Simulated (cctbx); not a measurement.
**Gd3Hf2BeSi3: precision against data quality**

Space group P6_3/mcm (no. 193), a = 8.5710 Å, b = 8.5710 Å, c = 6.4460 Å, α = 90.00°, β = 90.00°, γ = 120.00°.

```csv
atom,mult.,x,y,z,Ueq (Å²)
Hf1,4,1/3,2/3,1/2,0.0041
Gd1,6,0,0.7624,3/4,0.0040
Si1,6,0,0.3349,3/4,0.0058
Be1,2,0,0,1/2,0.0078
```

This is a model crystal, built by substitution and not relaxed, with assumed displacement parameters.

Five simulated data sets (cctbx; Mo Kα, λ = 0.71073 Å; 2 % proportional error) differ in resolution or exposure (noise floor 2 counts in the first three, 8 in the last two). Each is refined with the right model, isotropic at 1.1 Å and anisotropic otherwise. How do the figures of merit and the uncertainties move?

| d min (Å) | top counts | ⟨I/σ⟩ (unmerged, absences included) | unique | param. (scale apart) | Rint | R1 | GooF | largest s.u. xyz (fractional) | s.u. U of Be1 (Å²) | largest error (Å) |
| --- | --- | --- | --- | --- | --- | --- | --- | --- | --- | --- |
| 1.1 | 40000 | 26.0 | 70 | 6 | 0.019 | 0.0034 | 0.98 | 0.00014 | 0.0029 | 0.0000 |
| 0.84 | 40000 | 23.2 | 151 | 12 | 0.020 | 0.0035 | 0.91 | 0.00008 | 0.0019 | 0.0009 |
| 0.6 | 40000 | 20.5 | 392 | 12 | 0.022 | 0.0044 | 0.93 | 0.00005 | 0.0008 | 0.0002 |
| 0.75 | 300 | 1.4 | 212 | 12 | 0.366 | 0.0563 | 1.01 | 0.00211 | 0.0194 | 0.0242 |
| 0.75 | 3000 | 7.1 | 212 | 12 | 0.068 | 0.0147 | 1.01 | 0.00035 | 0.0055 | 0.0041 |

The number of reflections grows roughly as 1/d³: 70, 151 and 392 here. R1 follows the noise rather than the truth: at 300 counts it is 0.0563, at 3000 counts 0.0147, while GooF is 1.01 and 1.01: the weights 1/σ² carry the noise. The s.u. of U (U11 where anisotropic) for Be1 goes 0.0029, 0.0019, 0.0008 Å² with resolution and 0.0194, 0.0055 Å² with exposure.

Hardware for the 0.6 Å refinement: 0.56 s on 1 thread of Arm Neoverse N1 (shared host), peak memory 0.09 GiB.

[Logs are printed without paths, hosts, clocks, repeated set-up lines and the standing remarks that a program may print on its own settings, such as how far it seeks lower states.]
